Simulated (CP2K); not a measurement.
Consider 2-vinylthiophene at its PBE geometry (Å).

```xyz
13

C    -2.5467    0.1893    0.1065
C    -1.5182   -0.6293    0.3962
C    -0.1090   -0.3541    0.1695
C     0.5244    0.7561   -0.3728
C     1.9335    0.6268   -0.4251
C     2.3778   -0.5803    0.0772
S     1.0707   -1.5501    0.6097
H    -3.5712   -0.1127    0.3163
H    -2.4024    1.1725   -0.3418
H    -1.7419   -1.6009    0.8449
H    -0.0165    1.6334   -0.7219
H     2.6016    1.3911   -0.8172
H     3.3980   -0.9417    0.1584
```

Method: CP2K XAS_TDP, all-electron GAPW, PBEh(45%), aug-cc-pVDZ, TDA, no relativity.

Q: Where do the C K-edge lines lie, and how strong are they?

Leading lines: C1 280.57 eV, C2 281.19 eV, C3 281.93 eV, C4 281.30 eV, C5 281.83 eV and C6 281.73 eV. The leading line of an atom is its first one with 35 % of the strongest within 2.5 eV of its lowest line over the strength cut. 

The first six lines of each atom with a strength over 0.0015:

| atom | energy (eV) | states | strength, one atom |
| --- | --- | --- | --- |
| C1 (bonded to C and 2 H) | 280.57 | 1 | 0.0467 |
|  | 284.13 | 1 | 0.0056 |
|  | 284.51 | 1 | 0.0145 |
|  | 284.98 | 1 | 0.0020 |
|  | 285.28 | 1 | 0.0015 |
|  | 285.57 | 1 | 0.0033 |
| C2 (bonded to 2 C and H) | 281.19 | 1 | 0.0438 |
|  | 284.44 | 1 | 0.0139 |
|  | 284.51 | 1 | 0.0108 |
|  | 286.34 | 1 | 0.0051 |
|  | 286.41 | 1 | 0.0021 |
|  | 286.57 | 1 | 0.0022 |
| C3 (bonded to 2 C and S) | 281.93 | 1 | 0.0403 |
|  | 284.30 | 1 | 0.0362 |
|  | 284.93 | 1 | 0.0097 |
|  | 286.21 | 1 | 0.0026 |
|  | 286.25 | 1 | 0.0074 |
|  | 287.37 | 1 | 0.0031 |
| C4 (bonded to 2 C and H) | 281.30 | 1 | 0.0414 |
|  | 283.91 | 1 | 0.0072 |
|  | 284.34 | 1 | 0.0099 |
|  | 284.96 | 1 | 0.0015 |
|  | 285.29 | 1 | 0.0024 |
|  | 285.72 | 1 | 0.0079 |
| C5 (bonded to 2 C and H) | 281.83 | 1 | 0.0455 |
|  | 283.23 | 1 | 0.0096 |
|  | 284.36 | 1 | 0.0105 |
|  | 285.00 | 1 | 0.0053 |
|  | 285.46 | 1 | 0.0024 |
|  | 285.98 | 2 | 0.0045 |
| C6 (bonded to C, S and H) | 281.73 | 1 | 0.0483 |
|  | 284.43 | 1 | 0.0280 |
|  | 284.96 | 2 | 0.0170 |
|  | 285.94 | 1 | 0.0046 |
|  | 286.26 | 1 | 0.0022 |
|  | 286.54 | 1 | 0.0016 |

Lines are vertical, at one geometry, with no vibrational structure. Without a correction of the core level, line positions, and the gaps between valence and Rydberg lines, follow the share of exact exchange. At this level such K lines come out 3 to 6 eV under measured ones. These values hold no scalar relativity, about 0.1 eV for C 1s. Rydberg lines, and the discretised continuum above threshold, depend on the basis and the box.

[Banner, clock and machine lines of the logs are left out without a mark of their own.]

[Logs are printed without paths, hosts, clocks, repeated set-up lines and the standing remarks that a program may print on its own settings, such as how far it seeks lower states.]

[Hosts, paths, dates, database ids (printed as entryN), source tags and the programs' standing remarks are cut or masked in the printed files.]
